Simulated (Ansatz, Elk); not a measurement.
# TlVN2: X-ray structure factors from the self-consistent density

The structure of TlVN2 used here is made up (a known structure type with other elements) and was relaxed beforehand with PBEsol. The aim is the Fourier transform of its all-electron density, F(hkl), set beside the sum over free spherical atoms that refinements use.

Program: Elk 11.2.3 (patched build). Level of theory: DFT, PBE, all-electron APW+lo, Dirac cores, scalar-relativistic bands, static density, no spin. Results are calculated unless marked as measured.

The structure was built from a prototype and need not be the compound's stable phase.

**1. The starting structure**

It takes space group R-3m (No. 166, trigonal). Conventional cell: a = 2.954 Å, b = 2.954 Å, c = 19.703 Å, α = 90.00°, β = 90.00°, γ = 120.00°. Tl has 6 N at 2.83 Å and 6 Tl at 2.95 Å nearest. V has 6 N at 1.99 Å nearest. N has 3 V at 1.99 Å and 3 Tl at 2.83 Å nearest. Farther neighbours and most contacts between anions are not listed.

**2. Ground state and structure factors**

An all-electron density is needed, since X-rays see the cores too. Task 0 finds the density and task 195 Fourier-transforms it; tshift is off so that phases refer to the origin typed.

elk.in

```
tasks
  0
  195

xctype
  20

spinpol
  .false.

rgkmax
  7.0

gmaxvr
  14.0

lmaxo
  7

lmaxapw
  8

swidth
  0.002

tshift
  .false.

ramdisk
  .false.

hmaxvr
  5.5

maxscl
  120

epspot
  1e-06

sppath
  './'

avec
  2.79081065191 1.61127528114 12.41120948519
  -2.79081065191 1.61127528114 12.41120948519
  0.00000000000 -3.22255056228 12.41120948519

atoms
  3
  'Tl.in'
  1
  0.5000000000 0.5000000000 0.5000000000   0.000000 0.000000 0.000000
  'V.in'
  1
  0.0000000000 0.0000000000 0.0000000000   0.000000 0.000000 0.000000
  'N.in'
  2
  0.7186355829 0.7186355829 0.7186355829   0.000000 0.000000 0.000000
  0.2813644171 0.2813644171 0.2813644171   0.000000 0.000000 0.000000

ngridk
  9 9 9
```

On the command line:

```sh
$ OMP_NUM_THREADS=4 elk
```

Numbers of over 12 decimals in the logs are rounded to 6 here.

Log:

```text
┌─────────────────────────┐
│ Elk code version 11.2.3 │
└─────────────────────────┘

All units are atomic (Hartree, Bohr, etc.)

┌─────────────────────────────────────────────────┐
│ Ground-state run starting from atomic densities │
└─────────────────────────────────────────────────┘

Lattice vectors :
   2.790810652       1.611275281       12.41120949
  -2.790810652       1.611275281       12.41120949
   0.000000000      -3.222550562       12.41120949

Reciprocal lattice vectors :
   1.125691795      0.6499184611      0.1687502821
  -1.125691795      0.6499184611      0.1687502821
 -0.7864745353E-17  -1.299836922      0.1687502821

Unit cell volume      :    334.8616963
Brillouin zone volume :   0.7407542165

Muffin-tin inner radius fraction :   0.1000000000E-01

Nuclei treated as point charges

Species : 1 (Tl)
 parameters loaded from : Tl.in
 name : thallium
 nuclear charge    :   -81.00000000
 electronic charge :    81.00000000
 atomic mass :    372567.9643
 muffin-tin radius :    2.765810652
 number of radial points in muffin-tin :   1393
 inner part over the whole radius :   0.9928320388E-02
 number on inner part of muffin-tin    :   1000
 approximate nuclear radius :   0.1043008296E-03
 number of mesh points to nuclear radius :    525
 atomic positions (lattice), magnetic fields (Cartesian) :
  1 :   0.50000000  0.50000000  0.50000000    0.00000000  0.00000000  0.00000000

Species : 2 (V)
 parameters loaded from : V.in
 name : vanadium
 nuclear charge    :   -23.00000000
 electronic charge :    23.00000000
 atomic mass :    92860.67382
 muffin-tin radius :    2.119348194
 number of radial points in muffin-tin :    993
 inner part over the whole radius :   0.9977124003E-02
 number on inner part of muffin-tin    :    697
 approximate nuclear radius :   0.6897515165E-04
 number of mesh points to nuclear radius :    329
 atomic positions (lattice), magnetic fields (Cartesian) :
  1 :   0.00000000  0.00000000  0.00000000    0.00000000  0.00000000  0.00000000

Species : 3 (N)
 parameters loaded from : N.in
 name : nitrogen
 nuclear charge    :   -7.000000000
 electronic charge :    7.000000000
 atomic mass :    25532.65216
 muffin-tin radius :    1.589511145
 number of radial points in muffin-tin :    593
 inner part over the whole radius :   0.9819498740E-02
 number on inner part of muffin-tin    :    405
 approximate nuclear radius :   0.4939692610E-04
 number of mesh points to nuclear radius :    171
 atomic positions (lattice), magnetic fields (Cartesian) :
  1 :  -0.28136442 -0.28136442 -0.28136442    0.00000000  0.00000000  0.00000000
  2 :   0.28136442  0.28136442  0.28136442    0.00000000  0.00000000  0.00000000

Total number of atoms per unit cell :    4
Total muffin-tin volume :    162.1435982
 ratio of muffin-tin to unit cell volume :   0.4842106459

Spin treatment :
 spin-unpolarised

Number of Bravais lattice symmetries :   12
Number of crystal symmetries         :   12
Crystal has inversion symmetry
Real symmetric eigensolver will be used

k-point grid :      9     9     9
k-point offset :    0.000000000       0.000000000       0.000000000
k-point set is reduced with full crystal symmetry group
Total number of k-points :       85

Muffin-tin radius times maximum |G+k| :    7.000000000
 using average radius
Maximum |G+k| for APW functions       :    3.472144230
Maximum (1/2)|G+k|²                   :    6.027892777
Maximum |G| for potential and density :    14.00000000
Constant for pseudocharge density :   10
 order of it for each species :   17  17  17
 order of it for pair densities of each species (exact exchange by exxq0 0: 18) :   17  11   5
Radial integration step length :    1

G-vector grid sizes :     60    60    60
Number of G-vectors :    15559

Maximum angular momentum used for
 APW functions            :    8
 outer part of muffin-tin :    7
 inner part of muffin-tin :    2

Total nuclear charge    :   -118.0000000
Total core charge       :    76.00000000
Total valence charge    :    42.00000000
[...]
xc potential                :     -558.68972917506
 exchange                    :     -434.47023360517
 correlation                 :     -6.482309
 electron entropic           :    -0.35982898882234E-03
 total energy                :     -21348.383329784

Density of states at Fermi energy :    26.06132371
 (states/Hartree/unit cell)

Estimated indirect band gap :   0.2846408473E-02
 from k-point 31 to k-point 5
Estimated direct band gap   :   0.2661072419E-01
 at k-point 38

Charges :
 core                        :    76.00000000
 valence                     :    42.00000000
 interstitial                :    5.540269432
 muffin-tins (core leakage)
  species : 1 (Tl)
   atom 1                    :    79.21066989     (  0.4828014267E-04)
  species : 2 (V)
   atom 1                    :    19.97427222     ( -0.2120190885E-06)
  species : 3 (N)
[...]
total in muffin-tins        :    112.4597306
 total calculated charge     :    117.9981119
 total charge                :    118.0000000
 error                       :   0.1888134809E-02

RMS change in Kohn-Sham potential (target) :    1.223948548     (  0.1000000000E-05)
Absolute change in total energy (target)   :   0.2589723629     (  0.1000000000E-03)

[... loops 3 to 19 left out ...]

┌──────────────────┐
│ Loop number : 20 │
└──────────────────┘

Energies :
 Fermi                       :     0.313474
 sum of occupied eigenvalues :     -13126.397960854
 electron kinetic            :      24583.796672691
 core electron kinetic       :      24248.586509285
 Coulomb                     :     -45490.075492473
 Coulomb potential           :     -37133.703409830
 nuclear-nuclear             :     -1613.2519663220
 electron-nuclear            :     -50653.996194696
 Hartree                     :      6777.1726685456
 Madelung                    :     -26923.223787558
 xc potential                :     -576.49122371527
 exchange                    :     -434.61290461040
 correlation                 :     -6.509635
 electron entropic           :    -0.42563951421744E-03
 total energy                :     -21347.401784963

Density of states at Fermi energy :    33.17367648
 (states/Hartree/unit cell)

Estimated indirect band gap :   0.1309950830E-02
 from k-point 65 to k-point 83
Estimated direct band gap   :   0.2211036555E-01
 at k-point 76

Charges :
 core                        :    76.00000000
 valence                     :    42.00000000
 interstitial                :    5.632064291
 muffin-tins (core leakage)
  species : 1 (Tl)
[...]
species : 2 (V)
[...]
species : 3 (N)
[...]
total in muffin-tins        :    112.3679357
 total calculated charge     :    117.9982339
 total charge                :    118.0000000
 error                       :   0.1766078524E-02

RMS change in Kohn-Sham potential (target) :   0.5333936222E-07 (  0.1000000000E-05)
Absolute change in total energy (target)   :   0.3133549762E-04 (  0.1000000000E-03)

Convergence targets achieved

┌──────────────────┐
│ Loop number : 21 │
└──────────────────┘

Energies :
 Fermi                       :     0.313474
 sum of occupied eigenvalues :     -13126.397959734
 electron kinetic            :      24583.796672413
 core electron kinetic       :      24248.586508731
 Coulomb                     :     -45490.075490985
 Coulomb potential           :     -37133.703412265
 nuclear-nuclear             :     -1613.2519663220
 electron-nuclear            :     -50653.996189313
 Hartree                     :      6777.1726646492
 Madelung                    :     -26923.223784853
 xc potential                :     -576.49121988154
 exchange                    :     -434.61290462608
 correlation                 :     -6.509635
 electron entropic           :    -0.42563977298060E-03
 total energy                :     -21347.401783767

Density of states at Fermi energy :    33.17370199
 (states/Hartree/unit cell)

Estimated indirect band gap :   0.1309950082E-02
 from k-point 65 to k-point 83
Estimated direct band gap   :   0.2211035920E-01
 at k-point 76

Charges :
 core                        :    76.00000000
 valence                     :    42.00000000
 interstitial                :    5.632064235
 muffin-tins (core leakage)
  species : 1 (Tl)
[...]
species : 2 (V)
   atom 1                    :    20.98311828     ( -0.2121574045E-06)
  species : 3 (N)
   atom 1                    :    5.856341979     (  0.1479364549E-05)
   atom 2                    :    5.856341979     (  0.1479364549E-05)
 total in muffin-tins        :    112.3679358
 total calculated charge     :    117.9982339
 total charge                :    118.0000000
 error                       :   0.1766078566E-02

┌──────────────────────────────┐
│ Self-consistent loop stopped │
└──────────────────────────────┘

Wrote STATE.OUT
```

Run time: 82 s. Hardware: 4 threads of Arm Neoverse V2, shared host; peak memory 0.22 GiB; 3.1 min of CPU time.

SFACRHO.OUT:

```text

h k l indices transformed by vhmat matrix:
   1.000000000       0.000000000       0.000000000    
   0.000000000       1.000000000       0.000000000    
   0.000000000       0.000000000       1.000000000    

      h      k      l  multipl.   |H|            Re(F)            Im(F)           |F|

      0      0      0      1   0.0000000       118.00000     -0.10967402E-15   118.00000    
     -1     -1     -1      2  0.50625085      -49.441775     -0.27882837E-13   49.441775    
      2      2      2      2   1.0125017       86.965995     -0.52861213E-13   86.965995    
      0      0     -1      6   1.3107451      -53.954055     -0.87133867E-14   53.954055    
      1      1      0      6   1.3429381       76.550549     -0.16700658E-13   76.550549    
     -1     -1     -2      6   1.4646510       89.571814      0.32239531E-13   89.571814    
      3      3      3      2   1.5187525      -59.065735      0.73119837E-13   59.065735    
      1      2      2      6   1.5496750      -57.390011      0.40372025E-13   57.390011    
      2      2      3      6   1.7563975      -41.380271      0.54749113E-13   41.380271    
      3      3      2      6   1.8740550       76.534229     -0.60412814E-13   76.534229    
     -4     -4     -4      2   2.0250034       69.664592      0.88876544E-13   69.664592    
     -3     -3     -4      6   2.1300802       75.268305      0.72902002E-13   75.268305    
      1      0     -1      6   2.2513836       76.702919      0.13052243E-15   76.702919    
      4      3      4      6   2.2661094      -40.462524      0.28318507E-12   40.462524    
      2      0      1     12   2.3076001      -41.803189      0.21202574E-13   41.803189    
     -1     -3     -2     12   2.4685801       66.149689      0.41243364E-13   66.149689    
      5      5      5      2   2.5312542      -42.524617     -0.94685469E-13   42.524617    
      4      4      5      6   2.5499277      -45.898070      0.28318507E-12   45.898070
```

Elk indexes on the primitive cell of elk.in and gives |H| = 4π sin θ/λ in inverse bohr. Below, one row stands for each form hkl of the conventional cell (m members, Friedel mates merged), F is for one primitive cell and the density is static (no thermal factor). Free-atom factors are Waasmaier and Kirfel's, and R is Σm||F|−|F'||/Σm|F|.

```csv
hkl,m,sin θ/λ (Å⁻¹),"abs F, DFT",neutral atoms,diff.
003,2,0.076,49.442,49.777,-0.335
006,2,0.152,86.966,87.259,-0.293
101,6,0.197,53.954,53.775,+0.179
012,6,0.202,76.550,77.257,-0.707
104,6,0.220,89.572,89.544,+0.028
009,2,0.228,59.066,58.493,+0.572
015,6,0.233,57.390,56.945,+0.445
107,6,0.264,41.380,41.511,-0.131
018,6,0.282,76.534,76.829,-0.295
0 0 12,2,0.304,69.665,70.005,-0.340
1 0 10,6,0.320,75.268,75.296,-0.027
110,6,0.339,76.703,76.869,-0.166
0 1 11,6,0.341,40.462,40.406,+0.057
113,12,0.347,41.803,41.714,+0.089
116,12,0.371,66.150,66.176,-0.027
0 0 15,2,0.381,42.525,42.423,+0.102
1 0 13,6,0.384,45.898,45.976,-0.078
021,6,0.392,43.915,43.844,+0.071
202,6,0.394,61.657,61.616,+0.041
024,6,0.404,68.478,68.624,-0.146
0 1 14,6,0.406,69.453,69.528,-0.075
119,12,0.408,46.701,46.791,-0.090
```

**3. The highest occupied states alone**

An energy window below the Fermi level keeps the highest occupied states, to see at which angles they scatter; shallow core shells can lie inside it and anion s states outside. No new self-consistency is needed.

Changes to elk.in since step 2:

```diff
@@ -1,3 +1,2 @@
 tasks
-  0
   195
@@ -40,2 +39,5 @@
 
+wsfac
+  -0.237770 0.613470
+
 sppath
```

On the command line:

```sh
$ OMP_NUM_THREADS=4 elk
```

Log:

```text
┌─────────────────────────────────┐
│ Elk code version 11.2.3 started │
└─────────────────────────────────┘

Info(readinput): the functional depends on the density's gradient
 muffin-tin radial points multiplied by    2.00000
 (not where nrmtscf is given)

┌────────────────────┐
│ Current task : 195 │
└────────────────────┘
Info(checkmt): changed muffin-tin radius of species 1 (Tl) from   2.8000 to   2.7658
Info(checkmt): changed muffin-tin radius of species 2 (V) from   2.4000 to   2.1193
Info(checkmt): changed muffin-tin radius of species 3 (N) from   1.8000 to   1.5895

Info(sfacrho): density structure factors written to SFACRHO.OUT

 Energy window :  -0.2377700000      0.6134700000

┌──────────────────┐
│ Elk code stopped │
└──────────────────┘
```

It took 8.7 s on 4 threads; peak memory 0.16 GiB.

States within 15 eV below the Fermi level hold 27.68 electrons; any levels below the window count with the cores, and a count that is not whole means the window cuts a band. Their amplitudes can exceed the total, where window and core parts have opposite phase:

```csv
hkl,sin θ/λ (Å⁻¹),"abs F, window","abs F, all"
003,0.076,2.121,49.442
006,0.152,6.790,86.966
101,0.197,5.026,53.954
012,0.202,1.513,76.550
104,0.220,9.157,89.572
009,0.228,7.697,59.066
015,0.233,6.680,57.390
107,0.264,1.348,41.380
018,0.282,3.285,76.534
0 0 12,0.304,0.797,69.665
```

(Part 1 of 2 ends here.)

[Logs are printed without paths, hosts, clocks, repeated set-up lines and the standing remarks that a program may print on its own settings, such as how far it seeks lower states.]

[Hosts, paths, dates, database ids (printed as entryN), source tags and the programs' standing remarks are cut or masked in the printed files.]
